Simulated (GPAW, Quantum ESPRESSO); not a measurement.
# Rh (Rhodium, Fm-3m): the Rh L₃ absorption edge

What does one-electron theory with a core hole give for the Rh L₃ edge of Rh (Rhodium, Fm-3m)?

Method: X-ray absorption from dipole matrix elements to empty bands, plane-wave PAW PBE, in GPAW 26.7.0.

The database entry behind the starting cell differs from later determinations by our own check (an axis about 0.2 % short against later determinations), so it need not match the best structure at ambient conditions.

## 1. Starting point

It takes space group Fm-3m (No. 225, cubic). Conventional cell: a = 3.796 Å, b = 3.796 Å, c = 3.796 Å, α = 90.00°, β = 90.00°, γ = 90.00°. Nearest to Rh lie 12 Rh at 2.68 Å.

## 2. Ground state of the crystal

A plain self-consistent run shows whether there is a gap, which decides the set-up of the core-hole run.

Input file scf.py:

```python
import numpy as np
from ase import Atoms
from ase.parallel import parprint, paropen
from gpaw import GPAW, PW, FermiDirac, Mixer, MixerDif, setup_paths
from gpaw.test import gen
setup_paths.insert(0, '.')
gen('Rh', name='nch2p', xcname='PBE', corehole=(2, 1, 0), write_xml=True)
from gpaw.mpi import world
world.barrier()

atoms = Atoms('Rh',
    cell=[[0, 1.89785, 1.89785],
     [1.89785, 0, 1.89785],
     [1.89785, 1.89785, 0]],
    scaled_positions=[[0, 0, 0]],
    pbc=True)
atoms.calc = calc = GPAW(legacy_gpaw=True, mode=PW(500, force_complex_dtype=True), xc='PBE', setups={0: 'nch2p'},
    kpts={'size': (11, 11, 11), 'gamma': True}, occupations=FermiDirac(0.05),
    charge=0, mixer=Mixer(0.1, 5, 50), maxiter=150,
    convergence={'density': 0.0001, 'eigenstates': 1e-6}, txt='scf.txt')
energy = atoms.get_potential_energy() + calc.get_reference_energy()
ef = calc.get_fermi_level()
out = dict(energy=energy, fermi=ef, forces=atoms.get_forces().tolist())
parprint(f'all-electron energy {energy:.4f} eV, Fermi level {ef:.4f} eV')
ev = np.array([[calc.get_eigenvalues(k, s) for k in range(len(calc.get_ibz_k_points()))] for s in range(calc.get_number_of_spins())])
out['homo'], out['lumo'], out['counts'] = ev[ev < ef].max(), ev[ev > ef].min(), sorted(set((ev < ef).sum((0, 2)).tolist()))
out['filled'] = (ev[:, 0] < ef).sum(1).tolist()
import json
with paropen('out.json', 'w') as f:
    json.dump(out, f)
```

Run with:

```bash
$ OMP_NUM_THREADS=1 mpirun -n 4 gpaw python scf.py
```

Numbers of over 12 decimals in the logs are rounded to 6 here.

The log of the run:

```text
Input parameters:
  convergence: {density: 0.0001,
                eigenstates: 1e-06}
  kpts: {gamma: True,
         size: (11, 11, 11)}
  maxiter: 150
  mixer: {backend: pulay,
          beta: 0.1,
          method: separate,
          nmaxold: 5,
          weight: 50}
  mode: {ecut: 500.0,
         force_complex_dtype: True,
         name: pw}
  occupations: {fixmagmom: False,
                name: fermi-dirac,
                width: 0.05}
  setups: {0: nch2p}
  xc: PBE

Initialize ...

[... PAW data sets ...]

Reference energy: -130134.648220  # eV

Spin-paired calculation

[... convergence settings ...]
Symmetries present (total): 48
  [... symmetry matrices ...]

1331 k-points: 11 x 11 x 11 Monkhorst-Pack grid
56 k-points in the irreducible part of the Brillouin zone
       k-points in crystal coordinates                weights
   0:     0.00000000    0.00000000    0.00000000          1/1331
   1:     0.09090909    0.09090909    0.00000000          6/1331
   2:     0.09090909    0.09090909    0.09090909          8/1331
   3:     0.18181818    0.09090909    0.09090909         12/1331
   4:     0.18181818    0.18181818    0.00000000          6/1331
   5:     0.18181818    0.18181818    0.09090909         24/1331
   6:     0.18181818    0.18181818    0.18181818          8/1331
   7:     0.27272727    0.18181818    0.09090909         24/1331
   8:     0.27272727    0.18181818    0.18181818         24/1331
   9:     0.27272727    0.27272727    0.00000000          6/1331
          ...
  55:     0.45454545    0.45454545    0.45454545          8/1331

Wave functions: Plane wave expansion
  Cutoff energy: 500.000 eV
  Number of coefficients (min, max): 331, 355
  Pulay-stress correction: 0.000000 eV/Ang^3 (de/decut=0.000000)
  Using FFTW library
  Wavefunction extrapolation:
    Improved wavefunction reuse through dual PAW basis

Occupation numbers: Fermi-Dirac:
  width: 0.0500  # eV

Eigensolver
   Davidson(niter=2)

Densities:
  Coarse grid: 14*14*14 grid
  Fine grid: 28*28*28 grid
  Total Charge: 0.000000

Density mixing:
  Method: separate
  Backend: pulay
  Linear mixing parameter: 0.1
  old densities: 5
  Width of damping distribution: 1.1
  Damping of long wavelength oscillations: 50

[... Hamiltonian set-up ...]
Number of atoms: 1
Number of atomic orbitals: 12
Number of bands in calculation: 12
Number of valence electrons: 15
Bands to converge: occupied

... initialized

Initializing position-dependent things.

Density initialized from atomic densities
Creating initial wave functions:
  12 bands from LCAO basis set

       Rh

Atomic positions and initial magnetic moments

Positions:
   0 Rh     0.000000    0.000000    0.000000    ( 0.0000,  0.0000,  0.0000)

Unit cell:
           periodic     x           y           z      points  spacing
  1. axis:    yes    0.000000    1.897850    1.897850    14     0.1565
  2. axis:    yes    1.897850    0.000000    1.897850    14     0.1565
  3. axis:    yes    1.897850    1.897850    0.000000    14     0.1565

  Lengths:   2.683965   2.683965   2.683965
  Angles:   60.000000  60.000000  60.000000

Effective grid spacing dv^(1/3) = 0.1708

iter:   1    -7.865676
iter:   2    -7.641567   -2.00  -1.36
iter:   3    -7.315327   -1.46  -1.44
iter:   4    -7.308385   -3.76  -2.15
iter:   5    -7.293188   -3.07  -2.21
iter:   6    -7.292783   -2.91  -2.52
iter:   7    -7.291396c  -3.47  -2.71
iter:   8    -7.291475c  -4.73  -3.35
iter:   9    -7.291344c  -5.03  -3.21
iter:  10    -7.291347c  -5.46  -3.98
iter:  11    -7.291348c  -6.39c -3.98
iter:  12    -7.291348c  -7.68c -4.97c

Converged after 12 iterations.

Dipole moment: (0.000000, -0.000000, -0.000000) |e|*Ang

Energy contributions relative to reference atoms: (reference = -130134.648220)

Kinetic:         -1.774143
Potential:       -0.429209
External:        +0.000000
XC:              -5.017985
Entropy (-ST):   -0.013596
Local:           -0.063214
SIC:             +0.000000
--------------------------
Free energy:     -7.298146
Extrapolated:    -7.291348

Showing only first 2 kpts
 Kpt  Band  Eigenvalues  Occupancy
  0     5      8.85574    2.00000
  0     6      8.85574    2.00000
  0     7     10.95073    2.00000
  0     8     10.95073    2.00000

  1     5      9.08380    2.00000
  1     6      9.08380    2.00000
  1     7     10.64530    2.00000
  1     8     11.06168    2.00000

Fermi level: 11.93984

No gap
No difference between direct/indirect transitions

Forces in eV/Ang:
  0 Rh   -0.00000    0.00000    0.00000
Scalar-relativistic atomic PBE calculation for Rh (Rhodium, Z=45)
Core hole in 2p state (2p occupation: 6.0)
750 radial gridpoints.
|------------------------------------------------|
|------------------------------------------------|
[... the atom generator's iteration count ...]

Energy contributions:
-------------------------
Kinetic:    +4949.758455
XC:          -138.472957
Potential:  -9593.645650
-------------------------
Total:      -4782.360153

state      eigenvalue         ekin         rmax
-----------------------------------------------
1s^2.0 :  -845.895156  1073.903078        0.021
2s^2.0 :  -122.667619   219.735766        0.120
2p^6.0 :  -110.008312   210.418363        0.096
3s^2.0 :   -21.920352    59.884444        0.352
3p^6.0 :   -17.746087    55.516909        0.345
3d^10.0:   -11.047576    49.675023        0.291
4s^2.0 :    -3.029263    14.451781        0.882
4p^6.0 :    -1.853221    11.861332        0.944
4d^8.0 :    -0.218353     6.123815        1.147
5s^1.0 :    -0.157901     1.287938        2.650
5p^0.0 :    -0.031305     0.450854        3.909
-----------------------------------------------
(units: Bohr and Hartree)

Generating PAW setup
Kinetic energy of the core from tauc = 4938.728211843386
Cutoffs:
rc(s)=2.400
rc(p)=2.610
rc(d)=2.350
rc(vbar)=2.390
rc(comp)=2.290
rc(nct)=2.610

Kinetic energy of the core states: 4828.312005
Charge: 0.0
Core electrons: 30.0
Valence electrons: 15.0
Pseudo-core charge: 0.089133
Shape function alpha=1.907
Pseudo-electron charge 5.850128
state    eigenvalue         norm
--------------------------------
5s(1) :    -0.157901     1.016532
*s    :     0.842099
4p(6) :    -1.853221     0.119901
5p(0) :    -0.031305     0.998431
4d(8) :    -0.218353     0.503132
*d    :     0.781647
--------------------------------

Diagonalizing with gridspacing h=0.050

state   all-electron     PAW
-------------------------------
5s:      -0.157901    -0.158028
4p:      -1.853221    -1.853430
4d:      -0.218353    -0.219202
*f:                    0.068044
-------------------------------
all-electron energy -130141.9396 eV, Fermi level 11.9398 eV
```

Run time: 4.6 s. Hardware: 4 MPI ranks of Arm Neoverse V2, shared host; peak memory 0.16 GiB; 18 s of CPU time.

The mesh shows no gap, so the system is treated as a metal and the core electron is put at the Fermi level (neutral cell).

## 3. Spectrum without a core hole, Rh atom 1

This cheap baseline ignores the attraction of the hole: it shows the absorber's empty states as they are in the ground state. The data set with a hole of occupation 0 only carries the core orbital.

The absorber has 12 Rh at 2.68 Å (cuboctahedral, site symmetry m-3m).

Input file xas.py:

```python
import numpy as np
from ase import Atoms
from ase.parallel import parprint, paropen
from gpaw import GPAW, PW, FermiDirac, Mixer, MixerDif, setup_paths
from gpaw.test import gen
setup_paths.insert(0, '.')
gen('Rh', name='nch2p', xcname='PBE', corehole=(2, 1, 0), write_xml=True)
from gpaw.mpi import world
world.barrier()

atoms = Atoms('Rh',
    cell=[[0, 1.89785, 1.89785],
     [1.89785, 0, 1.89785],
     [1.89785, 1.89785, 0]],
    scaled_positions=[[0, 0, 0]],
    pbc=True)
atoms.calc = calc = GPAW(legacy_gpaw=True, mode=PW(500, force_complex_dtype=True), xc='PBE', setups={0: 'nch2p'},
    kpts={'size': (15, 15, 15), 'gamma': True}, occupations=FermiDirac(0.1),
    charge=0, mixer=Mixer(0.1, 5, 50), maxiter=150,
    convergence={'density': 0.0001, 'eigenstates': 1e-6}, txt='scf.txt')
energy = atoms.get_potential_energy() + calc.get_reference_energy()
ef = calc.get_fermi_level()
out = dict(energy=energy, fermi=ef, forces=atoms.get_forces().tolist())
parprint(f'all-electron energy {energy:.4f} eV, Fermi level {ef:.4f} eV')
ev = np.array([[calc.get_eigenvalues(k, s) for k in range(len(calc.get_ibz_k_points()))] for s in range(calc.get_number_of_spins())])
out['homo'], out['lumo'], out['counts'] = ev[ev < ef].max(), ev[ev > ef].min(), sorted(set((ev < ef).sum((0, 2)).tolist()))
out['filled'] = (ev[:, 0] < ef).sum(1).tolist()

from ase.units import Ha
from gpaw.xas import dipole_matrix_elements
nb = int(calc.get_number_of_electrons() / 2) + 17
top = nb
nscf = calc.fixed_density(kpts={'size': (9, 9, 9), 'gamma': True},
    convergence={'eigenstates': 1.0}, txt='nscf.txt')
nscf.diagonalize_full_hamiltonian(nbands=nb)
cell = atoms.cell.array
ops = [cell.T @ U.T @ np.linalg.inv(cell.T) for U in nscf.wfs.kd.symmetry.op_scc]
E = np.arange(-25, 34, 0.1)
fwhm = np.interp(E, [4, 25], [2.13, 3.5])
Y, X, zero, highest = 0, 0, 1e9, 1e9
for spin in range(nscf.get_number_of_spins()):
    wfs = nscf.wfs
    A = dipole_matrix_elements(wfs.setups[0])
    eps = np.zeros((wfs.kd.nibzkpts, nb))
    d = np.zeros((3, A.shape[1], wfs.kd.nibzkpts, nb), complex)
    for kpt in wfs.kpt_u:
        if kpt.s == spin and 0 in kpt.P_ani:
            eps[kpt.k] = kpt.eps_n * Ha
            d[:, :, kpt.k] = (kpt.weight * wfs.nspins / 2) ** 0.5 * np.inner(A, kpt.P_ani[0])
    world.sum(eps)
    world.sum(d)
    T = np.einsum('amkn,bmkn->abkn', d, d.conj()).real
    T = sum(np.einsum('ai,ijkn,bj->abkn', R, T, R) for R in ops) / len(ops)
    empty = eps > ef
    zero, highest = min(zero, eps[empty].min()), min(highest, eps[:, top - 1].min())
    lines = [(eps, T, empty)] if spin == 0 else lines + [(eps, T, empty)]
for eps, T, empty in lines:
    f = np.einsum('aakn->akn', T).reshape(3, -1)
    x = eps.ravel() - zero
    w = np.interp(x, E, fwhm) / 2.35482
    g = np.exp(-0.5 * ((E[:, None] - x) / w) ** 2) / (w * (2 * np.pi) ** 0.5)
    Y = Y + (f * empty.ravel()) @ g.T
    X = X + (f * ~empty.ravel()) @ g.T
out.update(E=E.round(2).tolist(), xas=Y.tolist(), xes=X.tolist(), zero=zero, valid=highest - zero, nk=len(eps), nb=nb)
for i in range(0, len(E), 10):
    parprint(f'{E[i]:7.2f}', *(f'{v:10.3e}' for v in Y[:, i]))
import json
with paropen('out.json', 'w') as f:
    json.dump(out, f)
```

Run with:

```bash
$ OMP_NUM_THREADS=1 mpirun -n 4 gpaw python xas.py
```

The log of the run:

```text
Input parameters:
  convergence: {density: 0.0001,
                eigenstates: 1e-06}
  kpts: {gamma: True,
         size: (15, 15, 15)}
  maxiter: 150
  mixer: {backend: pulay,
          beta: 0.1,
          method: separate,
          nmaxold: 5,
          weight: 50}
  mode: {ecut: 500.0,
         force_complex_dtype: True,
         name: pw}
  occupations: {fixmagmom: False,
                name: fermi-dirac,
[...]
*d    :     0.781647
--------------------------------

Diagonalizing with gridspacing h=0.050

state   all-electron     PAW
-------------------------------
5s:      -0.157901    -0.158028
4p:      -1.853221    -1.853430
4d:      -0.218353    -0.219202
*f:                    0.068044
-------------------------------
all-electron energy -130141.9488 eV, Fermi level 11.9285 eV
[...]
32.00  5.494e-06  5.494e-06  5.494e-06
  33.00  4.458e-06  4.458e-06  4.458e-06
[key lines of the parts left out:]
Converged after 12 iterations.
Dipole moment: (-0.000000, -0.000000, -0.000000) |e|*Ang
Free energy:     -7.322319
Fermi level: 11.92849
```

Run time: 6.8 s. Hardware: 4 MPI ranks; peak memory 0.18 GiB.

The Rh L₃ spectrum, Rh atom 1, no core hole (energy from the lowest empty level; intensity scaled to a mean of 1 over the first 20 eV):

```csv
E (eV),intensity
-2.0,0.12
-1.5,0.44
-1.0,1.12
-0.5,2.18
0.0,3.22
0.5,3.64
1.0,3.27
1.5,2.45
2.0,1.67
2.5,1.13
3.0,0.83
3.5,0.73
4.0,0.74
4.5,0.75
5.0,0.68
5.5,0.57
6.0,0.47
6.5,0.44
7.0,0.46
7.5,0.51
8.0,0.58
8.5,0.65
9.0,0.70
9.5,0.71
10.0,0.70
10.5,0.70
11.0,0.71
11.5,0.76
12.0,0.84
12.5,0.92
13.0,0.98
13.5,1.02
14.0,1.04
14.5,1.05
15.0,1.07
15.5,1.08
16.0,1.07
16.5,1.04
17.0,0.97
17.5,0.88
18.0,0.78
18.5,0.68
19.0,0.60
19.5,0.55
20.0,0.55
20.5,0.59
21.0,0.65
21.5,0.72
22.0,0.77
22.5,0.79
23.0,0.77
23.5,0.71
24.0,0.64
24.5,0.58
25.0,0.54
25.5,0.54
26.0,0.57
26.5,0.63
27.0,0.71
27.5,0.80
28.0,0.88
28.5,0.94
29.0,0.99
29.5,1.00
30.0,0.98
30.5,0.94
31.0,0.88
31.5,0.80
32.0,0.73
```

Main maxima below 30 eV (height): 0.6 eV (3.64), 15.6 eV (1.08), 22.4 eV (0.79) and 29.4 eV (1.00). At an L edge the dipole rule selects empty d (and weakly s) states on the absorber, and the strong line at the onset measures the empty part of its d band.

The same matrix elements for filled bands give the Rh L₃ emission of Rh atom 1 (ground-state approximation; energy from the lowest empty level, largest value 1):

```csv
E (eV),emission
-24.00,0.00
-23.25,0.00
-22.50,0.00
-21.75,0.00
-21.00,0.00
-20.25,0.00
-19.50,0.00
-18.75,0.00
-18.00,0.00
-17.25,0.00
-16.50,0.00
-15.75,0.00
-15.00,0.00
-14.25,0.00
-13.50,0.00
-12.75,0.00
-12.00,0.00
-11.25,0.00
-10.50,0.00
-9.75,0.00
-9.00,0.00
-8.25,0.01
-7.50,0.04
-6.75,0.16
-6.00,0.37
-5.25,0.58
-4.50,0.72
-3.75,0.84
-3.00,0.96
-2.25,1.00
-1.50,0.96
-0.75,0.81
0.00,0.51
0.75,0.20
1.50,0.05
2.25,0.01
3.00,0.00
```

Emission maxima: -2.2 eV (1.00).

## 4. Supercell without a hole, the energy reference

The photon energy needs a difference of total energies, so the cell and mesh of the coming hole run are first run without a hole.

Edit scf.py of step 2 so:

```diff
@@ -10,10 +10,22 @@
 
-atoms = Atoms('Rh',
-    cell=[[0, 1.89785, 1.89785],
-     [1.89785, 0, 1.89785],
-     [1.89785, 1.89785, 0]],
-    scaled_positions=[[0, 0, 0]],
+atoms = Atoms('Rh13',
+    cell=[[-1.89785, 0, 5.69355],
+     [0, 5.69355, 1.89785],
+     [-5.69355, -1.89785, 0]],
+    scaled_positions=[[0, 0, 0],
+     [0.30769231, 0.07692308, 0.23076923],
+     [0.07692308, 0.76923077, 0.30769231],
+     [0.53846154, 0.38461538, 0.15384615],
+     [0.15384615, 0.53846154, 0.61538462],
+     [0.61538462, 0.15384615, 0.46153846],
+     [0.76923077, 0.69230769, 0.07692308],
+     [0.23076923, 0.30769231, 0.92307692],
+     [0.38461538, 0.84615385, 0.53846154],
+     [0.84615385, 0.46153846, 0.38461538],
+     [0.46153846, 0.61538462, 0.84615385],
+     [0.92307692, 0.23076923, 0.69230769],
+     [0.69230769, 0.92307692, 0.76923077]],
     pbc=True)
 atoms.calc = calc = GPAW(legacy_gpaw=True, mode=PW(500, force_complex_dtype=True), xc='PBE', setups={0: 'nch2p'},
-    kpts={'size': (11, 11, 11), 'gamma': True}, occupations=FermiDirac(0.05),
+    kpts={'size': (3, 3, 3), 'gamma': True}, occupations=FermiDirac(0.1),
     charge=0, mixer=Mixer(0.1, 5, 50), maxiter=150,
```

Run with:

```bash
$ OMP_NUM_THREADS=1 mpirun -n 4 gpaw python scf.py
```

The log of the run:

```text
Input parameters:
  convergence: {density: 0.0001,
                eigenstates: 1e-06}
  kpts: {gamma: True,
         size: (3, 3, 3)}
  maxiter: 150
  mixer: {backend: pulay,
          beta: 0.1,
          method: separate,
          nmaxold: 5,
          weight: 50}
  mode: {ecut: 500.0,
         force_complex_dtype: True,
         name: pw}
  occupations: {fixmagmom: False,
                name: fermi-dirac,
[...]
*s    :     0.842099
4p(6) :    -1.853221     0.119901
5p(0) :    -0.031305     0.998431
4d(8) :    -0.218353     0.503132
*d    :     0.781647
--------------------------------

Diagonalizing with gridspacing h=0.050

state   all-electron     PAW
-------------------------------
5s:      -0.157901    -0.158028
4p:      -1.853221    -1.853430
4d:      -0.218353    -0.219202
*f:                    0.068044
-------------------------------
all-electron energy -1691845.3069 eV, Fermi level 11.8861 eV
[key lines of the parts left out:]
Converged after 16 iterations.
Dipole moment: (-0.000000, -0.000000, 0.000000) |e|*Ang
Free energy:    -95.201895
Fermi level: 11.88605
```

It took 32 s on 4 MPI ranks; peak memory 0.27 GiB; 2.1 min of CPU time.

Reference energy: -1691845.307 eV with the cores included.

(Continued in part 2 of 2.)

[Banner, clock and machine lines of the logs are left out without a mark of their own.]

[Logs are printed without paths, hosts, clocks, repeated set-up lines and the standing remarks that a program may print on its own settings, such as how far it seeks lower states.]

[Hosts, paths, dates, database ids (printed as entryN), source tags and the programs' standing remarks are cut or masked in the printed files.]

[Lists of maxima count a maximum above −3 eV only where it reaches 4 % of the highest in the window and stands out from its surroundings by 2 % of it (1.5 % where it reaches 55 %); shoulders and weaker maxima are passed over, and of the rest the first, up to two pre-edge ones and the few strongest are named.]
